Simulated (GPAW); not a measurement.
## Ti L₃ ELNES/XANES of BaTiO3 (R3m) from DFT

Aim: the near-edge shape at the Ti L₃ edge of BaTiO3 (R3m), and what the core hole does to it.

Main program and level: GPAW 26.7.0; X-ray absorption from dipole matrix elements to empty bands, plane-wave PAW LDA.

## Step 1: Set-up

The structure is trigonal, space group R3m (No. 160). Conventional cell: a = 5.655 Å, b = 5.655 Å, c = 6.955 Å, α = 90.00°, β = 90.00°, γ = 120.00°. Ba has 12 O at 2.79 to 2.89 Å nearest. Nearest to Ti lie 6 O at 1.87 to 2.14 Å. Nearest to O lie 2 Ti at 1.87 to 2.14 Å and 4 Ba at 2.79 to 2.89 Å. Farther neighbours and most contacts between anions are not listed.

As a file:

```cif
data_structure
_symmetry_space_group_name_H-M 'R3m:H'
_symmetry_Int_Tables_number 160
_cell_length_a 5.6547
_cell_length_b 5.6547
_cell_length_c 6.9552
_cell_angle_alpha 90.000
_cell_angle_beta 90.000
_cell_angle_gamma 120.000
_cell_volume 192.60
loop_
_atom_site_label
_atom_site_type_symbol
_atom_site_symmetry_multiplicity
_atom_site_Wyckoff_symbol
_atom_site_fract_x
_atom_site_fract_y
_atom_site_fract_z
_atom_site_occupancy
Ba1 Ba 3 a 0.00000 0.00000 0.00000 1
Ti1 Ti 3 a 0.33333 0.66667 0.15117 1
O1 O 9 b 0.49703 0.50297 0.01157 1
```

## Step 2: The field without a hole

A plain self-consistent run shows whether there is a gap, which decides the set-up of the core-hole run.

The input, scf.py:

```python
import numpy as np
from ase import Atoms
from ase.parallel import parprint, paropen
from gpaw import GPAW, PW, FermiDirac, Mixer, MixerDif, setup_paths
from gpaw.test import gen
setup_paths.insert(0, '.')
gen('Ti', name='nch2p', xcname='LDA', corehole=(2, 1, 0), write_xml=True)
from gpaw.mpi import world
world.barrier()

atoms = Atoms('BaTiO3',
    cell=[[2.82736661, 1.63238087, 2.31839349],
     [-2.82736661, 1.63238087, 2.31839349],
     [0, -3.26476174, 2.31839349]],
    scaled_positions=[[0, 0, 0],
     [0.4845, 0.4845, 0.4845],
     [0.5086, 0.0175, 0.5086],
     [0.0175, 0.5086, 0.5086],
     [0.5086, 0.5086, 0.0175]],
    pbc=True)
atoms.calc = calc = GPAW(legacy_gpaw=True, mode=PW(500), xc='LDA', setups={1: 'nch2p'},
    kpts={'size': (6, 6, 6), 'gamma': True}, occupations=FermiDirac(0.05),
    charge=0, mixer=Mixer(0.1, 5, 50), maxiter=150,
    convergence={'density': 0.0001}, txt='scf.txt')
energy = atoms.get_potential_energy() + calc.get_reference_energy()
ef = calc.get_fermi_level()
out = dict(energy=energy, fermi=ef, forces=atoms.get_forces().tolist())
parprint(f'all-electron energy {energy:.4f} eV, Fermi level {ef:.4f} eV')
ev = np.array([[calc.get_eigenvalues(k, s) for k in range(len(calc.get_ibz_k_points()))] for s in range(calc.get_number_of_spins())])
out['homo'], out['lumo'], out['counts'] = ev[ev < ef].max(), ev[ev > ef].min(), sorted(set((ev < ef).sum((0, 2)).tolist()))
out['filled'] = (ev[:, 0] < ef).sum(1).tolist()
import json
with paropen('out.json', 'w') as f:
    json.dump(out, f)
```

Run with:

```console
$ OMP_NUM_THREADS=1 mpirun -n 4 gpaw python scf.py
```

Numbers of over 12 decimals in the logs are rounded to 6 here.

The program printed:

```text
Input parameters:
  convergence: {density: 0.0001}
  kpts: {gamma: True,
         size: (6, 6, 6)}
  maxiter: 150
  mixer: {backend: pulay,
          beta: 0.1,
          method: separate,
          nmaxold: 5,
          weight: 50}
  mode: {ecut: 500.0,
         name: pw}
  occupations: {fixmagmom: False,
                name: fermi-dirac,
                width: 0.05}
  setups: {1: nch2p}

Initialize ...

[... PAW data sets ...]

Reference energy: -250365.446810  # eV

Spin-paired calculation

[... convergence settings ...]
Symmetries present (total): 2
  [... symmetry matrices ...]

216 k-points: 6 x 6 x 6 Monkhorst-Pack grid + [1/12,1/12,1/12]
68 k-points in the irreducible part of the Brillouin zone
       k-points in crystal coordinates                weights
   0:     0.00000000    0.00000000    0.00000000          1/216
   1:     0.00000000    0.00000000    0.16666667          2/216
   2:     0.00000000    0.00000000    0.33333333          2/216
   3:     0.00000000    0.00000000    0.50000000          1/216
   4:     0.16666667   -0.16666667    0.00000000          2/216
   5:     0.16666667   -0.16666667    0.16666667          4/216
   6:     0.16666667   -0.16666667    0.33333333          4/216
   7:     0.16666667   -0.16666667    0.50000000          2/216
   8:     0.16666667    0.00000000   -0.33333333          4/216
   9:     0.16666667    0.00000000   -0.16666667          4/216
          ...
  67:     0.50000000    0.50000000    0.50000000          1/216

Wave functions: Plane wave expansion
  Cutoff energy: 500.000 eV
  Number of coefficients (min, max): 1614, 1647
  Pulay-stress correction: 0.000000 eV/Ang^3 (de/decut=0.000000)
  Using FFTW library
  Wavefunction extrapolation:
    Improved wavefunction reuse through dual PAW basis

Occupation numbers: Fermi-Dirac:
  width: 0.0500  # eV

Eigensolver
   Davidson(niter=2)

Densities:
  Coarse grid: 21*21*21 grid
  Fine grid: 42*42*42 grid
  Total Charge: 0.000000

Density mixing:
  Method: separate
  Backend: pulay
  Linear mixing parameter: 0.1
  old densities: 5
  Width of damping distribution: 1.1
  Damping of long wavelength oscillations: 50

[... Hamiltonian set-up ...]
Number of atoms: 5
Number of atomic orbitals: 30
Number of bands in calculation: 28
Number of valence electrons: 40
Bands to converge: occupied

... initialized

Initializing position-dependent things.

Density initialized from atomic densities
Creating initial wave functions:
  28 bands from LCAO basis set

           Ti
       O      O

           Ba

Atomic positions and initial magnetic moments

Positions:
   0 Ba     0.000000    0.000000    0.000000    ( 0.0000,  0.0000,  0.0000)
   1 Ti    -0.000000   -0.000000    3.369785    ( 0.0000,  0.0000,  0.0000)
   2 O      1.388520   -0.801662    2.398842    ( 0.0000,  0.0000,  0.0000)
   3 O     -1.388520   -0.801662    2.398842    ( 0.0000,  0.0000,  0.0000)
   4 O     -0.000000    1.603324    2.398842    ( 0.0000,  0.0000,  0.0000)

Unit cell:
           periodic     x           y           z      points  spacing
  1. axis:    yes    2.827367    1.632381    2.318393    21     0.1907
  2. axis:    yes   -2.827367    1.632381    2.318393    21     0.1907
  3. axis:    yes    0.000000   -3.264762    2.318393    21     0.1907

  Lengths:   4.004200   4.004200   4.004200
  Angles:   89.837000  89.837000  89.837000

Effective grid spacing dv^(1/3) = 0.1907

iter:   1   -47.233862
iter:   2   -44.343048   -0.85  -0.96
iter:   3   -42.578756   -1.00  -1.10
iter:   4   -42.552264   -2.26  -1.45
iter:   5   -42.570346   -2.08  -1.46
iter:   6   -42.592199   -1.75  -1.79
iter:   7   -42.458096   -2.13  -1.78
iter:   8   -42.439790   -3.56  -2.22
iter:   9   -42.439282c  -3.50  -2.79
iter:  10   -42.439478c  -4.35  -2.93
iter:  11   -42.438800c  -4.24  -2.88
iter:  12   -42.438727c  -5.68  -3.42
iter:  13   -42.438723c  -6.82  -3.71
iter:  14   -42.438720c  -6.84  -3.77
iter:  15   -42.438718c  -6.68  -3.86
iter:  16   -42.438718c  -7.67c -4.19c

Converged after 16 iterations.

Dipole moment: (-0.000000, 0.000001, -4.350479) |e|*Ang

Energy contributions relative to reference atoms: (reference = -250365.446810)

Kinetic:        +33.038414
Potential:      -34.515764
External:        +0.000000
XC:             -41.118042
Entropy (-ST):   -0.000000
Local:           +0.156674
SIC:             +0.000000
--------------------------
Free energy:    -42.438718
Extrapolated:   -42.438718

Showing only first 2 kpts
 Kpt  Band  Eigenvalues  Occupancy
  0    18      6.84830    2.00000
  0    19      6.84830    2.00000
  0    20      9.56457    0.00000
  0    21      9.56462    0.00000

  1    18      6.73378    2.00000
  1    19      6.74784    2.00000
  1    20      9.61553    0.00000
  1    21      9.95285    0.00000

Fermi level: 8.49650

Gap: 2.335 eV
Transition (v -> c):
  (s=0, k=67, n=19, [0.50, 0.50, 0.50]) -> (s=0, k=0, n=20, [0.00, 0.00, 0.00])
Direct/indirect transitions are different
Direct gap: 2.716 eV
Transition at: (s=0, k=0, n=19, [0.00, 0.00, 0.00])

Forces in eV/Ang:
  0 Ba    0.00000   -0.00000   -0.15700
  1 Ti    0.00000    0.00000    0.09271
  2 O     0.04147   -0.02393    0.03335
  3 O    -0.04147   -0.02393    0.03335
  4 O     0.00000    0.04765    0.03317
Scalar-relativistic atomic LDA calculation for Ti (Titanium, Z=22)
Core hole in 2p state (2p occupation: 6.0)
600 radial gridpoints.
|------------------------------------------------|
|------------------------------------------------|
[... the atom generator's iteration count ...]

Energy contributions:
-------------------------
Kinetic:     +858.169401
XC:           -40.035523
Potential:  -1669.760805
-------------------------
Total:       -851.626927

state      eigenvalue         ekin         rmax
-----------------------------------------------
1s^2.0 :  -178.412898   235.142209        0.046
2s^2.0 :   -19.674824    40.676506        0.270
2p^6.0 :   -16.315972    39.591103        0.219
3s^2.0 :    -2.287902     8.427789        0.869
3p^6.0 :    -1.425558     7.161594        0.900
3d^2.0 :    -0.164024     3.704740        0.977
4s^2.0 :    -0.168799     0.875365        2.882
4p^0.0 :    -0.056429     0.465286        3.811
-----------------------------------------------
(units: Bohr and Hartree)

Generating PAW setup
Kinetic energy of the core from tauc = 793.509929
Cutoffs:
rc(s)=2.400
rc(p)=2.000
rc(d)=2.000
rc(vbar)=1.800
rc(comp)=2.300
rc(nct)=2.400

Kinetic energy of the core states: 789.184048
Charge: 0.0
Core electrons: 10.0
Valence electrons: 12.0
Pseudo-core charge: 0.000001
Shape function alpha=1.890
Pseudo-electron charge 6.382666
state    eigenvalue         norm
--------------------------------
3s(2) :    -2.287902     0.302066
4s(2) :    -0.168799     0.990650
3p(6) :    -1.425558     0.436626
4p(0) :    -0.056429     0.981035
3d(2) :    -0.164024     0.588737
*d    :     0.835976
--------------------------------

Diagonalizing with gridspacing h=0.050

state   all-electron     PAW
-------------------------------
3s:      -2.287902    -2.288205
3p:      -1.425558    -1.426242
3d:      -0.164024    -0.164519
*f:                    0.065395
-------------------------------
all-electron energy -250407.8855 eV, Fermi level 8.4965 eV
```

Wall time 17 s (4 MPI ranks of Arm Neoverse V2, shared host); peak memory 0.2 GiB.

The mesh shows a gap of 2.33 eV, so the hole is first treated in a charged cell, without the excited electron.

## Step 3: Spectrum without a core hole, Ti atom 2

Without a hole the spectrum is the empty density of states of the right symmetry on the absorber, weighted by matrix elements. It needs only the small cell and serves as the baseline. The data set with a hole of occupation 0 only carries the core orbital.

The absorber has 3 O at 1.87 Å and 3 O at 2.14 Å (distorted octahedral, site symmetry 3m).

The input, xas.py:

```python
import numpy as np
from ase import Atoms
from ase.parallel import parprint, paropen
from gpaw import GPAW, PW, FermiDirac, Mixer, MixerDif, setup_paths
from gpaw.test import gen
setup_paths.insert(0, '.')
gen('Ti', name='nch2p', xcname='LDA', corehole=(2, 1, 0), write_xml=True)
from gpaw.mpi import world
world.barrier()

atoms = Atoms('BaTiO3',
    cell=[[2.82736661, 1.63238087, 2.31839349],
     [-2.82736661, 1.63238087, 2.31839349],
     [0, -3.26476174, 2.31839349]],
    scaled_positions=[[0, 0, 0],
     [0.4845, 0.4845, 0.4845],
     [0.5086, 0.0175, 0.5086],
     [0.0175, 0.5086, 0.5086],
     [0.5086, 0.5086, 0.0175]],
    pbc=True)
atoms.calc = calc = GPAW(legacy_gpaw=True, mode=PW(500), xc='LDA', setups={1: 'nch2p'},
    kpts={'size': (6, 6, 6), 'gamma': True}, occupations=FermiDirac(0.02),
    charge=0, mixer=Mixer(0.1, 5, 50), maxiter=150,
    convergence={'density': 0.0001}, txt='scf.txt')
energy = atoms.get_potential_energy() + calc.get_reference_energy()
ef = calc.get_fermi_level()
out = dict(energy=energy, fermi=ef, forces=atoms.get_forces().tolist())
parprint(f'all-electron energy {energy:.4f} eV, Fermi level {ef:.4f} eV')
ev = np.array([[calc.get_eigenvalues(k, s) for k in range(len(calc.get_ibz_k_points()))] for s in range(calc.get_number_of_spins())])
out['homo'], out['lumo'], out['counts'] = ev[ev < ef].max(), ev[ev > ef].min(), sorted(set((ev < ef).sum((0, 2)).tolist()))
out['filled'] = (ev[:, 0] < ef).sum(1).tolist()

from ase.units import Ha
from gpaw.xas import dipole_matrix_elements
nb = int(calc.get_number_of_electrons() / 2) + 46
top, nb = nb, nb + 8 + nb // 12
nscf = calc.fixed_density(kpts={'size': (6, 6, 6), 'gamma': True}, nbands=nb,
    convergence={'bands': top, 'eigenstates': 1e-5}, maxiter=60, txt='nscf.txt')
cell = atoms.cell.array
ops = [cell.T @ U.T @ np.linalg.inv(cell.T) for U in nscf.wfs.kd.symmetry.op_scc]
filled = [20]  # bands filled in the ground state, by spin
E = np.arange(-25, 34, 0.1)
fwhm = np.interp(E, [4, 25], [0.9, 3.5])
Y, X, zero, highest = 0, 0, 1e9, 1e9
for spin in range(nscf.get_number_of_spins()):
    wfs = nscf.wfs
    A = dipole_matrix_elements(wfs.setups[1])
    eps = np.zeros((wfs.kd.nibzkpts, nb))
    d = np.zeros((3, A.shape[1], wfs.kd.nibzkpts, nb), complex)
    for kpt in wfs.kpt_u:
        if kpt.s == spin and 1 in kpt.P_ani:
            eps[kpt.k] = kpt.eps_n * Ha
            d[:, :, kpt.k] = (kpt.weight * wfs.nspins / 2) ** 0.5 * np.inner(A, kpt.P_ani[1])
    world.sum(eps)
    world.sum(d)
    T = np.einsum('amkn,bmkn->abkn', d, d.conj()).real
    T = sum(np.einsum('ai,ijkn,bj->abkn', R, T, R) for R in ops) / len(ops)
    empty = np.ones_like(eps, bool) & (np.arange(nb) >= filled[spin])
    zero, highest = min(zero, eps[empty].min()), min(highest, eps[:, top - 1].min())
    lines = [(eps, T, empty)] if spin == 0 else lines + [(eps, T, empty)]
for eps, T, empty in lines:
    f = np.einsum('aakn->akn', T).reshape(3, -1)
    x = eps.ravel() - zero
    w = np.interp(x, E, fwhm) / 2.35482
    g = np.exp(-0.5 * ((E[:, None] - x) / w) ** 2) / (w * (2 * np.pi) ** 0.5)
    Y = Y + (f * empty.ravel()) @ g.T
    X = X + (f * ~empty.ravel()) @ g.T
out.update(E=E.round(2).tolist(), xas=Y.tolist(), xes=X.tolist(), zero=zero, valid=highest - zero, nk=len(eps), nb=nb)
for i in range(0, len(E), 10):
    parprint(f'{E[i]:7.2f}', *(f'{v:10.3e}' for v in Y[:, i]))
import json
with paropen('out.json', 'w') as f:
    json.dump(out, f)
```

Run with:

```console
$ OMP_NUM_THREADS=1 mpirun -n 4 gpaw python xas.py
```

The program printed:

```text
Input parameters:
  convergence: {density: 0.0001}
  kpts: {gamma: True,
         size: (6, 6, 6)}
  maxiter: 150
  mixer: {backend: pulay,
          beta: 0.1,
          method: separate,
          nmaxold: 5,
          weight: 50}
  mode: {ecut: 500.0,
         name: pw}
  occupations: {fixmagmom: False,
                name: fermi-dirac,
                width: 0.02}
  setups: {1: nch2p}

Initialize ...

[...]
*d    :     0.835976
--------------------------------

Diagonalizing with gridspacing h=0.050

state   all-electron     PAW
-------------------------------
3s:      -2.287902    -2.288205
3p:      -1.425558    -1.426242
3d:      -0.164024    -0.164519
*f:                    0.065395
-------------------------------
all-electron energy -250407.8855 eV, Fermi level 8.0242 eV
[...]
32.00  2.883e-04  2.883e-04  3.099e-04
  33.00  3.095e-04  3.095e-04  3.308e-04
[key lines of the parts left out:]
Converged after 16 iterations.
Dipole moment: (-0.000000, 0.000001, -4.350479) |e|*Ang
Free energy:    -42.438718
Fermi level: 8.02417
```

Elapsed: 43 s, on 4 MPI ranks; peak memory 0.31 GiB; 2.9 min of CPU time.

The Ti L₃ spectrum, Ti atom 2, no core hole (energy from the lowest empty level; intensity scaled to a mean of 1 over the first 20 eV; polarised curves are means over the symmetry-equivalent atoms):

```
E (eV)  isotropic  ε ⊥ c  ε ∥ c
  -2.0       0.00   0.00   0.00
  -1.4       0.00   0.00   0.00
  -0.8       0.02   0.02   0.02
  -0.2       0.55   0.54   0.57
   0.4       2.42   2.33   2.58
   1.0       4.91   4.72   5.28
   1.6       6.11   6.09   6.15
   2.2       2.98   3.10   2.75
   2.8       2.37   2.43   2.25
   3.4       2.40   2.44   2.32
   4.0       2.04   2.07   1.97
   4.6       1.92   1.95   1.86
   5.2       1.48   1.51   1.42
   5.8       0.87   0.89   0.83
   6.4       0.48   0.49   0.46
   7.0       0.28   0.29   0.27
   7.6       0.12   0.12   0.11
   8.2       0.03   0.03   0.03
   8.8       0.02   0.02   0.02
   9.4       0.02   0.02   0.02
  10.0       0.04   0.04   0.04
  10.6       0.07   0.07   0.08
  11.2       0.13   0.13   0.14
  11.8       0.19   0.19   0.20
  12.4       0.24   0.24   0.25
  13.0       0.28   0.27   0.29
  13.6       0.31   0.31   0.32
  14.2       0.35   0.35   0.35
  14.8       0.38   0.38   0.38
  15.4       0.38   0.38   0.38
  16.0       0.36   0.36   0.36
  16.6       0.34   0.34   0.34
  17.2       0.34   0.33   0.35
  17.8       0.34   0.34   0.36
  18.4       0.34   0.33   0.35
  19.0       0.31   0.31   0.32
  19.6       0.27   0.27   0.28
  20.2       0.24   0.24   0.24
  20.8       0.22   0.21   0.22
  21.4       0.20   0.20   0.21
  22.0       0.20   0.20   0.20
  22.6       0.20   0.20   0.20
  23.2       0.20   0.20   0.21
  23.8       0.21   0.20   0.21
  24.4       0.22   0.21   0.22
  25.0       0.23   0.23   0.24
  25.6       0.26   0.26   0.26
  26.2       0.29   0.29   0.29
  26.8       0.32   0.32   0.32
  27.4       0.35   0.35   0.35
  28.0       0.37   0.37   0.37
  28.6       0.37   0.37   0.37
  29.2       0.37   0.36   0.37
  29.8       0.35   0.35   0.36
  30.4       0.34   0.34   0.35
  31.0       0.34   0.33   0.35
  31.6       0.35   0.34   0.36
```

Main maxima below 30 eV (height): 1.4 eV (6.39), 3.2 eV (2.47) and 15.1 eV (0.39). At an L edge the dipole rule selects empty d (and weakly s) states on the absorber, and the strong line at the onset measures the empty part of its d band. 2p–3d multiplets, which reshape such L edges, aren't in a one-electron spectrum.

The same matrix elements for filled bands give the Ti L₃ emission of Ti atom 2 (ground-state approximation; energy from the lowest empty level, largest value 1):

```
E (eV)  emission
-24.00      0.00
-23.25      0.00
-22.50      0.00
-21.75      0.00
-21.00      0.00
-20.25      0.00
-19.50      0.01
-18.75      0.05
-18.00      0.06
-17.25      0.00
-16.50      0.00
-15.75      0.00
-15.00      0.00
-14.25      0.00
-13.50      0.00
-12.75      0.01
-12.00      0.01
-11.25      0.00
-10.50      0.00
 -9.75      0.00
 -9.00      0.00
 -8.25      0.00
 -7.50      0.00
 -6.75      0.20
 -6.00      0.87
 -5.25      0.99
 -4.50      0.73
 -3.75      0.31
 -3.00      0.23
 -2.25      0.03
 -1.50      0.00
 -0.75      0.00
  0.00      0.00
  0.75      0.00
  1.50      0.00
  2.25      0.00
  3.00      0.00
```

Emission maxima: -18.2 eV (0.06) and -5.6 eV (1.00).

## Step 4: Supercell without a hole, the energy reference

The photon energy needs a difference of total energies, so the cell and mesh of the coming hole run are first run without a hole.

Edit scf.py of step 2 so:

```diff
@@ -10,14 +10,19 @@
 
-atoms = Atoms('BaTiO3',
-    cell=[[2.82736661, 1.63238087, 2.31839349],
-     [-2.82736661, 1.63238087, 2.31839349],
-     [0, -3.26476174, 2.31839349]],
+atoms = Atoms('Ba2Ti2O6',
+    cell=[[-2.82736661, 4.89714262, 0],
+     [2.82736661, 4.89714262, 0],
+     [0, -3.26476174, -4.63678699]],
     scaled_positions=[[0, 0, 0],
-     [0.4845, 0.4845, 0.4845],
-     [0.5086, 0.0175, 0.5086],
-     [0.0175, 0.5086, 0.5086],
-     [0.5086, 0.5086, 0.0175]],
+     [0.5, 0.5, 0.5],
+     [0.75775, 0.75775, 0.27325],
+     [0.25775, 0.25775, 0.77325],
+     [0.50015, 0.99125, 0.48265],
+     [0.00015, 0.49125, 0.98265],
+     [0.99125, 0.50015, 0.48265],
+     [0.49125, 0.00015, 0.98265],
+     [0.99125, 0.99125, 0.48265],
+     [0.49125, 0.49125, 0.98265]],
     pbc=True)
-atoms.calc = calc = GPAW(legacy_gpaw=True, mode=PW(500), xc='LDA', setups={1: 'nch2p'},
-    kpts={'size': (6, 6, 6), 'gamma': True}, occupations=FermiDirac(0.05),
+atoms.calc = calc = GPAW(legacy_gpaw=True, mode=PW(500), xc='LDA', setups={2: 'nch2p'},
+    kpts={'size': (4, 4, 4), 'gamma': True}, occupations=FermiDirac(0.02),
     charge=0, mixer=Mixer(0.1, 5, 50), maxiter=150,
```

Run with:

```console
$ OMP_NUM_THREADS=1 mpirun -n 4 gpaw python scf.py
```

The program printed:

```text
Input parameters:
  convergence: {density: 0.0001}
  kpts: {gamma: True,
         size: (4, 4, 4)}
  maxiter: 150
  mixer: {backend: pulay,
          beta: 0.1,
          method: separate,
          nmaxold: 5,
          weight: 50}
  mode: {ecut: 500.0,
         name: pw}
  occupations: {fixmagmom: False,
                name: fermi-dirac,
                width: 0.02}
  setups: {2: nch2p}

Initialize ...

[...]
4s(2) :    -0.168799     0.990650
3p(6) :    -1.425558     0.436626
4p(0) :    -0.056429     0.981035
3d(2) :    -0.164024     0.588737
*d    :     0.835976
--------------------------------

Diagonalizing with gridspacing h=0.050

state   all-electron     PAW
-------------------------------
3s:      -2.287902    -2.288205
3p:      -1.425558    -1.426242
3d:      -0.164024    -0.164519
*f:                    0.065395
-------------------------------
all-electron energy -500815.7755 eV, Fermi level 8.0247 eV
[key lines of the parts left out:]
Converged after 18 iterations.
Dipole moment: (0.000000, 0.366825, -10.298235) |e|*Ang
Free energy:    -84.881846
Fermi level: 8.02468
```

The job ended after 30 s (4 MPI ranks; peak memory 0.27 GiB).

Reference energy: -500815.775 eV with the cores included.

[end of part 1 of 2]

[Banner, clock and machine lines of the logs are left out without a mark of their own.]

[Logs are printed without paths, hosts, clocks, repeated set-up lines and the standing remarks that a program may print on its own settings, such as how far it seeks lower states.]

[Hosts, paths, dates, database ids (printed as entryN), source tags and the programs' standing remarks are cut or masked in the printed files.]

[Lists of maxima count a maximum above −3 eV only where it reaches 4 % of the highest in the window and stands out from its surroundings by 2 % of it (1.5 % where it reaches 55 %); shoulders and weaker maxima are passed over, and of the rest the first, up to two pre-edge ones and the few strongest are named.]
